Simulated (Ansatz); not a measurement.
Planning a run of Ansatz 0.2.0 on WS2 (P3m1). The input:

```yaml
crystal:
  lattice:
    - [3.1829541699, 0.0, 0.0]
    - [-1.591477085, 2.7565191702, 0.0]
    - [0.0, 0.0, 28.53221786]
  atoms:
    - { symbol: W, position: [0.66666667, 0.33333333, 0.65928643] }
    - { symbol: W, position: [0.33333333, 0.66666667, 0.88553378] }
    - { symbol: W, position: [0.33333333, 0.66666667, 0.43436168] }
    - { symbol: S, position: [0.66666667, 0.33333333, 0.94018573] }
    - { symbol: S, position: [0.66666667, 0.33333333, 0.48903042] }
    - { symbol: S, position: [0.33333333, 0.66666667, 0.71395221] }
    - { symbol: S, position: [0.66666667, 0.33333333, 0.83084828] }
    - { symbol: S, position: [0.66666667, 0.33333333, 0.37971025] }
    - { symbol: S, position: [0.33333333, 0.66666667, 0.60462521] }
kpoints:
  mp_grid: { grid: [6, 6, 1] }
hamiltonian:
  xc: lda
  pseudopotentials: { kind: nc }
scf:
  occupations: { method: fixed }
gw:
  n_empty_bands: 568
  ecut_chi: 100
  qp_bands: [v3, c3]
  qp_kpoints: band_edges
  screening: { model: contour_deformation }
```

```sh
ansatz run input.yaml --threads 2 --pin off --max-ram 92160MiB --backend cuda --events-out ev --progress --plain --runs-dir out --devices 1 --max-vram 13GiB
```

**Question.** How long will it take on 1 × NVIDIA H100 80GB HBM3 (shared by 6 runs) with 2 threads of AMD EPYC 7R13 (Zen 3), shared host, and how much memory?

It took 2 min; on shared hardware allow 60 s to 4 min. Peak host memory was 2.9 GiB. The sizes that set the cost: 16499 plane waves a state, 7 irreducible k points, 607 bands summed, 593 plane waves in the screening and 11 SCF cycles.

The screening grows as filled bands × empty bands × pairs of k points, times the square of the screening basis for the matrix.

[Paths, hosts, dates, memory and timing lines, banners, echoed tables and standing remarks are left out of the program output.]

[Logs are printed without paths, hosts, clocks, repeated set-up lines and the standing remarks that a program may print on its own settings, such as how far it seeks lower states.]

[Runs of the session that timed out or met a known fault of the program may be left out.]

[Cells called generated may have been cut or substituted from an entry of the Crystallography Open Database or the Materials Project.]

[Hosts, paths, dates, database ids (printed as entryN), source tags and the programs' standing remarks are cut or masked in the printed files.]
